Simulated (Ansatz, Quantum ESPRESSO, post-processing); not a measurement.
# Mo2CO2 MXene, 1 layer in an electric field, part 2 of 2

How does Mo2CO2 MXene, 1 layer respond to a gate-like field without added charge?

Quantum ESPRESSO 7.5; plane-wave DFT, vdW-DF-cx, GBRV ultrasoft pseudopotentials made under PBE; geometry and cross-check by Ansatz 0.2.0 with PAW datasets.

So far. Step 13 (Band structure: field 0.4 V/Å): By band count these two levels touch or overlap: there is no gap, and they are no band edges. Step 13 (Band structure: field 0.4 V/Å): Upper empty bands that drop with the field can be states of the vacuum, held by the sawtooth; they depend on the cell's width.

### 14. Density by pp.x

plot_num = 0 writes the valence density.

f0.rho.in

```
&inputpp
  prefix = 'f0'
  outdir = './out'
  filplot = 'f0.rho.dat'
  plot_num = 0
/
```

Launch:

```console
OMP_NUM_THREADS=1 mpirun -n 4 pp.x -in f0.rho.in > f0.rho.out
```

Wall time 31 s (4 MPI ranks of Arm Neoverse N1, shared host); peak memory 0.2 GiB; 2.1 min of CPU time.

This step gave:

| Item | Value |
| --- | --- |
| electrons by integration | 44.00 e |

The valence density, planar mean oscillates, so the rows of the table below give means over windows of 1.12 Å about each position, cut where the curve ends. Its maxima inside the range that stand out by 2 % of the span (Å: e/Å³): 8.6: 0.906, 9.8: 1.30, 11.8: 1.30, 12.9: 0.906. Its minima: 9.0: 0.823, 10.8: 0.653, 12.6: 0.823.

Mean over planes. Valence density, planar mean against z; means over each step:

z (Å), valence density, planar mean (e/Å³) and a bar:
```
     5.04       0.00 
     6.16       0.00 
     7.28       0.04 #
     8.40       0.68 #################
     9.52       1.18 ##############################
    10.64       0.75 ###################
    11.76       1.18 ##############################
    12.88       0.82 #####################
    14.00       0.10 ###
    15.12       0.00 
    16.24       0.00
```

Valence density in the ca plane at fractional y = 0.333, with atoms of Mo and O within 0.2 Å of it. It is the smooth field of the valence electrons, not physical close to the nuclei.

Values in e/Å³, 5 rows by 16 columns, each cell a mean:
```
0.0 0.0 0.0 0.0 0.0 0.0 0.4 3.1 1.0 0.3 1.1 1.1 0.0 0.0 0.0 0.0
0.0 0.0 0.0 0.0 0.0 0.0 0.7 3.6 2.3 0.2 3.0 3.6 0.1 0.0 0.0 0.0
0.0 0.0 0.0 0.0 0.0 0.0 0.4 3.1 1.0 0.3 1.1 1.1 0.0 0.0 0.0 0.0
0.0 0.0 0.0 0.0 0.0 0.1 0.3 0.4 0.5 0.7 0.4 0.1 0.0 0.0 0.0 0.0
0.0 0.0 0.0 0.0 0.0 0.1 0.3 0.4 0.5 0.7 0.4 0.1 0.0 0.0 0.0 0.0
```
Columns run along c (16.0 Å, from fractional 0.10 to 0.85 of the cell), rows up along a (3.1 Å). Atoms in or near the plane, at fractional coordinates: Mo at (0.45, 0.67), O at (0.60, 0.67).

The density integrates to 44.000 electrons, as the 44 of the input ask.

### 15. Density by pp.x

f2.rho.in

```
&inputpp
  prefix = 'f2'
  outdir = './out'
  filplot = 'f2.rho.dat'
  plot_num = 0
/
```

Launch:

```console
OMP_NUM_THREADS=1 mpirun -n 4 pp.x -in f2.rho.in > f2.rho.out
```

The job ended after 31 s (4 MPI ranks; peak memory 0.2 GiB).

### 16. Charge moved by a field of 0.2 V/Å

Numbers from this step:

- largest charge moved across a plane: 0.001125 e/Å²
- dipole step: -1.103 eV

The planar mean oscillates, so the rows of the table below give means over windows of 1 Å about each position, cut where the curve ends. Its maxima inside the range that stand out by 2 % of the span (Å: e/Å³): 8.0: 7.4e-4, 8.7: 4.3e-4, 9.6: 1.5e-4, 10.3: 9.1e-5, 11.5: 4.6e-6, 12.2: 1.9e-5, 13.1: -3.6e-4. Its minima: 8.4: 3.5e-4, 9.3: -2.1e-5, 10.0: -3.4e-6, 11.2: -9.0e-5, 11.9: -1.5e-4, 12.8: -4.3e-4, 13.6: -7.5e-4.

The planar mean by z; means over each step:

```
z (Å)  planar mean (e/Å³)
    3              6.6e-8
    4              4.6e-7
    5              3.4e-6
    6              2.8e-5
    7              2.2e-4
    8              5.8e-4
    9              2.0e-4
   10              7.3e-5
   11             -3.1e-5
   12             -6.4e-5
   13             -4.3e-4
   14             -5.0e-4
   15             -8.1e-5
   16             -8.8e-6
   17             -9.5e-7
   18             -1.0e-7
   19             -1.2e-8
```

The running integral, electrons below z by z:

```
z (Å)  running integral, electrons below z (e/Å²)
    3                                      3.4e-8
    4                                      2.2e-7
    5                                      1.6e-6
    6                                      1.3e-5
    7                                      1.0e-4
    8                                      6.3e-4
    9                                     0.00103
   10                                     0.00108
   11                                     0.00111
   12                                     0.00104
   13                                      8.2e-4
   14                                      2.3e-4
   15                                      2.7e-5
   16                                      2.8e-6
   17                                      3.1e-7
   18                                      3.4e-8
```

### 17. Polarisability from the dipole between 0 and 0.1 V/A

This step gave:

- change of slope in the vacuum: 0.10000 eV/Å
- polarisability a cell: 3.634 Å³
- sheet polarisability 4πα/A: 5.515 Å

Change of the potential energy, second field less first against z:

```
z (Å)  change of the potential energy, second field less first (eV)
  0.0                                                        -0.400
  0.5                                                        -0.750
  1.0                                                        -0.700
  1.5                                                        -0.650
  2.0                                                        -0.600
  2.5                                                        -0.550
  3.0                                                        -0.500
  3.5                                                        -0.450
  4.0                                                        -0.400
  4.5                                                        -0.350
  5.0                                                        -0.300
  5.5                                                        -0.250
  6.0                                                        -0.201
  6.5                                                        -0.152
  7.0                                                        -0.104
  7.5                                                       -0.0611
  8.0                                                       -0.0296
  8.5                                                       -0.0125
  9.0                                                      -0.00476
  9.5                                                      -0.00151
 10.0                                                        9.9e-5
 10.5                                                        4.4e-4
 11.0                                                       -4.3e-4
 11.5                                                       -2.3e-4
 12.0                                                       0.00112
 12.5                                                       0.00412
 13.0                                                        0.0113
 13.5                                                        0.0280
 14.0                                                        0.0591
 14.5                                                         0.102
 15.0                                                         0.149
 15.5                                                         0.199
 16.0                                                         0.248
 16.5                                                         0.298
 17.0                                                         0.348
 17.5                                                         0.398
 18.0                                                         0.448
 18.5                                                         0.498
 19.0                                                         0.548
 19.5                                                         0.598
 20.0                                                         0.648
 20.5                                                         0.698
 21.0                                                         0.513
```

### 18. Dipole against field

Dipole along the normal, dipole moment against applied field:

```
applied field (V/Å)  dipole along the normal, dipole moment (e·Å)
              0.000                                       -2.1e-5
              0.100                                        0.0252
              0.200                                        0.0504
              0.400                                         0.101
```

### 19. Cross-check with Ansatz: field 0.1 V/Å

As a check, the same structure is run in Ansatz.

Level of this step: plane-wave DFT, PBE, Ansatz PAW (Ansatz 0.2.0).

input.yaml

```yaml
crystal:
  lattice:
    - [3.0919025789, 0.0, 0.0]
    - [-1.5459512894, 2.6776661793, 0.0]
    - [0.0, 0.0, 21.5190393187]
  atoms:
    - { symbol: O, position: [0.3333333333, 0.6666666667, 0.3960622576] }
    - { symbol: Mo, position: [0.6666666667, 0.3333333333, 0.4480571325] }
    - { symbol: C, position: [0.0, 0.0, 0.4999999995] }
    - { symbol: Mo, position: [0.3333333333, 0.6666666667, 0.5519428622] }
    - { symbol: O, position: [0.6666666667, 0.3333333333, 0.6039377482] }
kpoints:
  mp_grid: { grid: [12, 12, 1] }
hamiltonian:
  xc: pbe
scf:
  occupations: { method: fermi_dirac, width: 0.054 }
  convergence: { dr2_threshold: 1.0e-09 }
efield:
  axis: 3
  dipole_correction: true
  ramp_position: 0.97
  ramp_width: 0.04
  amplitude: 0.1
output:
  write_potential: true
  write_density: true
  volumetric_format: npy
```

Launch:

```console
ansatz run input.yaml --threads 4 --pin off --max-ram 8192MiB --backend cpu --events-out ev --progress --plain --runs-dir out
```

Elapsed: 7.1 s, on 4 threads; peak memory 0.46 GiB.

Numbers from this step:

- free energy: -11297.3990 eV
- energy at zero smearing: -11297.3894 eV
- smearing term TS: 0.01932 eV
- Fermi energy: 0.3476 eV
- dipole along the normal: 0.02508 e·Å

At 0.1 V/Å Ansatz's dipole is 0.0251 e Å against 0.0252 from pw.x, under another functional.

### 20. The same in Ansatz: field -0.1 V/Å

input.yaml, as its differences from the input of step 19:

```diff
@@ -23,3 +23,3 @@
   ramp_width: 0.04
-  amplitude: 0.1
+  amplitude: -0.1
 output:
```

It took 6.9 s on 4 threads; peak memory 0.46 GiB.

This step gave:

| Quantity | Value |
| --- | --- |
| Fermi energy | 0.3155 eV |
| dipole along the normal | -0.02507 e·Å |

### 21. Dipole against field, Ansatz

The dipole along the normal, dipole moment by applied field:

```
applied field (V/Å)  dipole along the normal, dipole moment (e·Å)
            -0.1000                                       -0.0251
             0.0000                                        3.1e-6
             0.1000                                        0.0251
```

### 22. Ground state, with conv_thr = 1e-10 and nosym = True

A sensitivity test on the input.

Level of this step: plane-wave DFT, vdW-DF-cx, GBRV ultrasoft pseudopotentials made under PBE (Quantum ESPRESSO 7.5). input_dft overrides the functional of the files.

f1.w0.in

```
&control
  prefix = 'f1.w0'
  outdir = './out'
  pseudo_dir = './pseudo'
  calculation = 'scf'
  tprnfor = .true.
  tefield = .true.
  dipfield = .true.
/
&system
  ibrav = 0
  nat = 5
  ntyp = 3
  ecutwfc = 40
  ecutrho = 200
  input_dft = 'vdw-df-cx'
  occupations = 'smearing'
  smearing = 'fd'
  degauss = 0.004
  edir = 3
  emaxpos = 0.97
  eopreg = 0.04
  eamp = 0.00194469
  nosym = .true.
/
&electrons
  conv_thr = 1e-10
  mixing_beta = 0.4
  electron_maxstep = 120
  mixing_mode = 'plain'
/
ATOMIC_SPECIES
  O   15.9990  o_pbe_v1.2.uspp.F.UPF
  Mo  95.9500  mo_pbe_v1.uspp.F.UPF
  C   12.0110  c_pbe_v1.2.uspp.F.UPF
CELL_PARAMETERS angstrom
  3.09190257887328 0.00000000000000 0.00000000000000
  -1.54595128943664 2.67766617933088 -0.00000000000000
  0.00000000000000 -0.00000000000000 21.51903931870000
ATOMIC_POSITIONS crystal
  O   0.333333333333 0.666666666667 0.396062257604
  Mo  0.666666666667 0.333333333333 0.448057132490
  C   0.000000000000 0.000000000000 0.499999999456
  Mo  0.333333333333 0.666666666667 0.551942862246
  O   0.666666666667 0.333333333333 0.603937748203
K_POINTS automatic
  12 12 1 0 0 0
```

Launch:

```console
OMP_NUM_THREADS=1 mpirun -n 4 pw.x -nk 4 -in f1.w0.in > f1.w0.out
```

Wall time 3.5 min (4 MPI ranks); peak memory 0.9 GiB; 14 min of CPU time.

Beside the run it was changed from:

```
                     quantity   this run  unchanged run  difference
dipole along the normal (e·Å)    0.02519        0.02521     -2.1e-5
             free energy (eV)  -4825.979      -4825.979     -2.7e-7
                wall time (s)        209            159            
               SCF iterations         21             13
```

The free energy moves by -5.4e-05 meV an atom.

This run starts from superposed atoms, the unchanged one from a saved density, so their iteration counts don't compare.

The physical values in this table move by up to 0.083 %.

### 23. Ground state, with ecutwfc = 8 and ecutrho = 56

One more run, with a changed input.

f1.bad.in

```
&control
  prefix = 'f1.bad'
  outdir = './out'
  pseudo_dir = './pseudo'
  calculation = 'scf'
  tprnfor = .true.
  tefield = .true.
  dipfield = .true.
/
&system
  ibrav = 0
  nat = 5
  ntyp = 3
  ecutwfc = 8
  ecutrho = 56
  input_dft = 'vdw-df-cx'
  occupations = 'smearing'
  smearing = 'fd'
  degauss = 0.004
  edir = 3
  emaxpos = 0.97
  eopreg = 0.04
  eamp = 0.00194469
/
&electrons
  conv_thr = 1e-09
  mixing_beta = 0.4
  electron_maxstep = 100
  mixing_mode = 'plain'
/
ATOMIC_SPECIES
  O   15.9990  o_pbe_v1.2.uspp.F.UPF
  Mo  95.9500  mo_pbe_v1.uspp.F.UPF
  C   12.0110  c_pbe_v1.2.uspp.F.UPF
CELL_PARAMETERS angstrom
  3.09190257887328 0.00000000000000 0.00000000000000
  -1.54595128943664 2.67766617933088 -0.00000000000000
  0.00000000000000 -0.00000000000000 21.51903931870000
ATOMIC_POSITIONS crystal
  O   0.333333333333 0.666666666667 0.396062257604
  Mo  0.666666666667 0.333333333333 0.448057132490
  C   0.000000000000 0.000000000000 0.499999999456
  Mo  0.333333333333 0.666666666667 0.551942862246
  O   0.666666666667 0.333333333333 0.603937748203
K_POINTS automatic
  12 12 1 0 0 0
```

Launch:

```console
OMP_NUM_THREADS=1 mpirun -n 4 pw.x -nk 4 -in f1.bad.in > f1.bad.out
```

It took 43 s on 4 MPI ranks; peak memory 0.25 GiB; 2.9 min of CPU time.

Residual by cycle:

cycle, log10 residual and a bar from the least value:
```
        1        0.9 ############################
        3        1.8 ##############################
        4        0.8 ###########################
        6       -0.7 ########################
        7       -1.1 #######################
        9       -2.1 ####################
       10       -2.2 ####################
       12       -3.7 ################
       13       -4.0 ###############
       15       -6.2 #########
       16       -7.2 #######
       18       -9.8
```

The cycle converged. A setting was moved off its sound value on purpose, so this run is a test.

The fault put into the input: a cutoff far too low (system.ecutwfc = 8 and system.ecutrho = 56).

Beside the run it was changed from:

```
                     quantity   this run  unchanged run  difference
dipole along the normal (e·Å)    0.03881        0.02521       0.014
             free energy (eV)  -4602.087      -4825.979         224
                wall time (s)         43            159            
               SCF iterations         18             13
```

The free energy moves by +4.5e+04 meV an atom.

This run starts from superposed atoms, the unchanged one from a saved density, so their iteration counts don't compare.

The physical values in this table move by up to 54 %.

### 24. Worked from the printed numbers

α = Δp/E = (0.02521 − (-0.00002)) e Å / 0.1 V/Å = 0.2523 e Å²/V; times e/(4πε₀) = 14.40 V Å this is 3.633 Å³. With A = 8.279 Å², 4πα/A = 5.515 Å.

### 25. Summary of results

| Item | Value |
| --- | --- |
| polarisability along the normal, a cell | 3.63 Å³ |
| sheet polarisability 4πα/A | 5.52 Å |
| dipole without a field | 0 e·Å |
| gap along the path at 0 V/Å | none, the bands overlap |
| gap along the path at 0.2 V/Å | none, the bands overlap |
| gap along the path at 0.4 V/Å | none, the bands overlap |

In words: The sheet answers a field with a polarisability of 3.63 Å³ a cell, or 4πα/A = 5.52 Å (vdW-DF-cx, GBRV ultrasoft (made under PBE)). In pw.x the dipole follows the field linearly over the range tried. A perfect conductor 5.52 Å thick would screen alike; the outer atoms lie 4.47 Å apart. At 0.1 V/Å the sheet takes 0.552 eV off the potential drop. Quantum ESPRESSO and Ansatz give 3.634 and 3.611 Å³ for the polarisability (pw.x from 0 and 0.1 V/Å, Ansatz from ±0.1 V/Å, under PBE), which agree. The ions stay at their zero-field places, so this is the electrons' response alone. Without a field the sheet has no gap. Spin-orbit coupling is left out; depending on the atoms that carry the levels of interest, it can split and shift them by tens to hundreds of meV. The runs have no spin polarisation, although Mo can carry a moment.

[Logs are printed without paths, hosts, clocks, repeated set-up lines and the standing remarks that a program may print on its own settings, such as how far it seeks lower states.]

[Hosts, paths, dates, database ids (printed as entryN), source tags and the programs' standing remarks are cut or masked in the printed files.]

[Maps of the electrostatic potential energy from Ansatz leave out the sawtooth potential of an applied field or a dipole correction, so their vacuum need not be flat; planar profiles and work functions include it.]
